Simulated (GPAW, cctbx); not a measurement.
## TlSnSeS: the scripts behind a bonding study

Short scripts, each with its output. The cell comes from substitution in a known structure type and wasn't matched to any measured phase.

## 1. Build the all-electron density and subtract free atoms

```text
cell
1.0
    -2.006726610    3.475752440    0.000000000
    -4.013453210    0.000000000    0.000000000
    -2.006726607    1.158584147    7.782560203
Tl Sn Se S
1 1 1 1
Direct
0.830874840 0.830874840 0.507375480
0.004885490 0.004885490 0.985343520
0.600572180 0.600572180 0.198283470
0.404623160 0.404623160 0.786130530
```

```python
import numpy as np
from ase.io import read
from ase.units import Bohr
from gpaw import GPAW, PW, FermiDirac
from gpaw.calculator import GPAW as OldGPAW
from gpaw.mpi import serial_comm, world
from scipy.special import erfc
from scipy.spatial import cKDTree

atoms = read("cell.vasp")
atoms.calc = GPAW(mode=PW(450), xc="PBE", kpts={"size": (6, 6, 6), "gamma": True},
                 occupations=FermiDirac(0.05), maxiter=120, symmetry={"tolerance": 1e-5}, txt="scf.txt")
atoms.get_potential_energy()
rho = atoms.calc.get_all_electron_density(gridrefinement=2)
moments = atoms.get_magnetic_moments() if atoms.calc.get_number_of_spins() == 2 else np.zeros(len(atoms))
total = atoms.get_magnetic_moment() if moments.any() else 0.0
if world.rank == 0:
    free = OldGPAW(mode=PW(450), xc="PBE", txt=None, communicator=serial_comm)
    neutral = atoms.copy()
    neutral.set_initial_magnetic_moments(None)
    free.initialize(neutral)
    free.set_positions(neutral)
    drho = rho - free.get_all_electron_density(gridrefinement=2)
    # GPAW starts from confined atoms: exchange their smooth part for that of the datasets' free atoms
    h = np.stack(np.meshgrid(*[np.fft.fftfreq(n, 1 / n) for n in drho.shape], indexing="ij"), -1)
    gabs = np.linalg.norm(h @ atoms.cell.reciprocal(), axis=-1)
    tails = np.fft.fftn(free.get_pseudo_density(gridrefinement=2))
    g, form, v0 = np.linspace(0, gabs.max(), 1500), {}, 0
    for e in set(atoms.symbols):
        idx = atoms.symbols.search(e)
        d = free.setups[idx[0]].data
        r, w = d.rgd.r_g * Bohr, d.rgd.r_g**2 * d.rgd.dr_g
        j0 = np.sinc(2 * g[:, None] * r)
        smooth = sum(f * p**2 for f, p in zip(d.f_j, d.phit_jg)) + np.sqrt(4 * np.pi) * d.nct_g
        full = sum(f * p**2 for f, p in zip(d.f_j, d.phi_jg)) + np.sqrt(4 * np.pi) * d.nc_g
        phase = sum(np.exp(-2j * np.pi * h @ s) for s in atoms.get_scaled_positions()[idx])
        tails -= np.interp(gabs, g, j0 @ (smooth * w)) * phase * drho.size / atoms.get_volume()
        form[e] = j0 @ (full * w)
        v0 += 2 * np.pi / 3 * 14.3996 * (full * w * r**2).sum() * len(idx)  # V A^3
    tails *= 0.5 * erfc((gabs - 1.8) / 0.25)  # the tails differ at long wavelengths alone
    drho += np.fft.ifftn(tails).real  # crystal minus superposed spherical free atoms
    np.save("drho.npy", drho)
    dv = atoms.get_volume() / drho.size
    print("grid", drho.shape, " electrons %.3f" % (rho.sum() * dv), " moved by bonding %.3f e" % (abs(drho).sum() * dv / 2))
    pts = np.indices(drho.shape).reshape(3, -1).T / drho.shape @ atoms.cell
    shifts = (np.indices((3, 3, 3)).reshape(3, -1).T - 1) @ atoms.cell
    images = (atoms.positions[None] + shifts[:, None]).reshape(-1, 3)
    dist, idx = cKDTree(images).query(pts, k=4)
    out = drho.ravel()[dist[:, 0] > 0.5]
    print("deformation density beyond 0.5 A of the nuclei: max %.3f, min %.3f e/A^3" % (out.max(), out.min()))
    tie = dist < dist[:, :1] + 1e-4
    q = -np.bincount((idx % len(atoms))[tie], (drho.ravel()[:, None] / tie.sum(1, keepdims=True) * tie)[tie], len(atoms)) * dv
    print("atom        x       y       z   Voronoi charge  moment")
    for a, s, c, m in zip(atoms, atoms.get_scaled_positions(), q, moments):
        print("%-2s%-3d %7.4f %7.4f %7.4f %10.3f %10.2f" % (a.symbol, a.index + 1, *s, c, m))
    np.savez("free.npz", g=g, **form)
    print("mean inner potential of superposed free atoms %.3f V" % (v0 / atoms.get_volume()))
    print("total magnetic moment %.3f muB" % total)
```

```console
$ OMP_NUM_THREADS=1 mpirun -n 4 gpaw python run.py > gpaw.log
```

```text
gpts.py:43: UserWarning: Initial realspace grid (20,20,40) inconsistent with symmetries.
gpts.py:43: UserWarning: Initial realspace grid (20,20,40) inconsistent with symmetries.
gpts.py:43: UserWarning: Initial realspace grid (20,20,40) inconsistent with symmetries.
gpts.py:43: UserWarning: Initial realspace grid (20,20,40) inconsistent with symmetries.
gpts.py:70: UserWarning: Using symmetrized grid: (40,40,40).
gpts.py:70: UserWarning: Using symmetrized grid: (40,40,40).
gpts.py:70: UserWarning: Using symmetrized grid: (40,40,40).
gpts.py:70: UserWarning: Using symmetrized grid: (40,40,40).
grid (80, 80, 80)  electrons 181.000  moved by bonding 0.681 e
deformation density beyond 0.5 A of the nuclei: max 0.077, min -0.054 e/A^3
atom        x       y       z   Voronoi charge  moment
Tl1    0.8309  0.8309  0.5074      0.204       0.00
Sn2    0.0049  0.0049  0.9853      0.289       0.00
Se3    0.6006  0.6006  0.1983     -0.214       0.00
S 4    0.4046  0.4046  0.7861     -0.279       0.00
mean inner potential of superposed free atoms 15.809 V
total magnetic moment 0.000 muB
```

Time: 24 s on 4 cores of AMD EPYC 7R13 Processor (Zen 3) (shared host), peak memory 1.3 GiB.

## 2. Fourier-transform the difference

```python
from cctbx import adptbx, crystal, miller, xray
from cctbx.eltbx import tiny_pse
import numpy as np

cs = crystal.symmetry(unit_cell=(4.0135, 4.0135, 23.3477, 90, 90, 120), space_group_symbol='Hall: R 3 -2"')  # R3m
atoms = [  # label, site, U (iso, or U11 U22 U33 U12 U13 U23 in A^2), occupancy
    ("Tl1", (0, 0, 0.16913), 0.0000, 1),
    ("Sn1", (2/3, 1/3, 0.32845), 0.0000, 1),
    ("Se1", (1/3, 2/3, 0.06609), 0.0000, 1),
    ("S1", (1/3, 2/3, 0.26204), 0.0000, 1),
]
xs = xray.structure(crystal_symmetry=cs)
for label, site, u, occ in atoms:
    u = adptbx.u_cif_as_u_star(cs.unit_cell(), u) if isinstance(u, tuple) else u
    xs.add_scatterer(xray.scatterer(label, site=site, u=u, occupancy=occ))
xs.scattering_type_registry(table="wk1995")
drho = np.load("drho.npy")
T = np.array([[0, -1, 0], [1, 0, 0], [-1, -1, 3]])  # conventional axes in terms of the primitive ones
dF = np.fft.ifftn(drho) * 325.69477  # electrons a conventional cell, indexed by primitive hkl
ms = miller.build_set(cs, anomalous_flag=False, d_min=0.9).sort("resolution")
iam = ms.structure_factors_from_scatterers(xs, algorithm="direct").f_calc()
p1 = xs.expand_to_p1()
z = np.array([tiny_pse.table(sc.scattering_type).atomic_number() for sc in p1.scatterers()])
x = np.array(p1.sites_frac())
free = np.load("free.npz")
print("static structure factors of the conventional cell: F in electrons, V (Mott-Bethe) in volts")
print("   h  k  l      d  |F| table  |F| free   |F| DFT   change   |V| free  |V| DFT  change %")
for h, d, table in list(zip(ms.indices(), ms.d_spacings().data(), iam.data()))[:16]:
    df = dF[tuple(np.rint(np.linalg.solve(T, h)).astype(int))]
    phase = np.exp(2j * np.pi * x @ h)
    f = sum(np.interp(1 / d, free["g"], free[sc.scattering_type]) * p for sc, p in zip(p1.scatterers(), phase))
    fz = (z * phase).sum()
    c = 14.3996 * d * d / (np.pi * cs.unit_cell().volume())
    v0, v1 = abs(fz - f) * c, abs(fz - f - df) * c
    print("%4d%3d%3d %7.4f %9.3f %9.3f %9.3f %8.3f %9.3f %8.3f %8s" % (h + (d, abs(table), abs(f), abs(f + df), abs(f + df) - abs(f), v0, v1, "%.1f" % (100 * (v1 / v0 - 1)) if v0 > 0.02 else "-")))
```

```console
$ python run.py
```

```text
static structure factors of the conventional cell: F in electrons, V (Mott-Bethe) in volts
   h  k  l      d  |F| table  |F| free   |F| DFT   change   |V| free  |V| DFT  change %
   0  0  3  7.7826    56.637    56.523    56.362   -0.161     0.726    0.583    -19.7
   0  0  6  3.8913   248.974   248.922   247.798   -1.124     3.956    4.196      6.1
   1  0  1  3.4379   256.915   256.846   256.354   -0.492     4.162    4.235      1.8
   1  0 -2  3.3313   140.753   140.737   141.023    0.286     3.367    3.316     -1.5
   1  0  4  2.9864   241.273   241.229   241.229   -0.000     4.073    4.065     -0.2
   1  0 -5  2.7882   412.729   412.791   413.189    0.398     8.829    8.784     -0.5
   0  0  9  2.5942   195.649   195.650   195.696    0.046     3.372    3.366     -0.2
   1  0  7  2.4066   263.974   263.941   263.905   -0.036     5.107    5.111      0.1
   1  0 -8  2.2351   175.004   174.908   174.904   -0.004     2.515    2.513     -0.1
   1  1  0  2.0067   412.076   411.978   411.650   -0.328     7.425    7.444      0.3
   0  0 12  1.9456   335.346   335.218   334.796   -0.422     5.641    5.663      0.4
   1  1  3  1.9432    56.214    56.132    56.325    0.193     0.144    0.150      4.2
   1  0 10  1.9381   263.620   263.545   263.319   -0.226     4.857    4.872      0.3
   1  0-11  1.8115   200.300   200.185   200.586    0.401     2.506    2.489     -0.7
   1  1  6  1.7835   211.741   211.584   211.898    0.314     2.502    2.488     -0.6
   2  0 -1  1.7331   218.598   218.416   218.492    0.076     2.683    2.680     -0.1
```

Time: 0.3 s on 1 core of AMD EPYC 7R13 Processor (Zen 3) (shared host), peak memory 0.09 GiB.

[Outputs are excerpts: Python notices, other lines and further rows are left out; steps that failed or that the build refused (PBEsol, TPSS) are not shown.]

[Logs are printed without paths, hosts, clocks, repeated set-up lines and the standing remarks that a program may print on its own settings, such as how far it seeks lower states.]
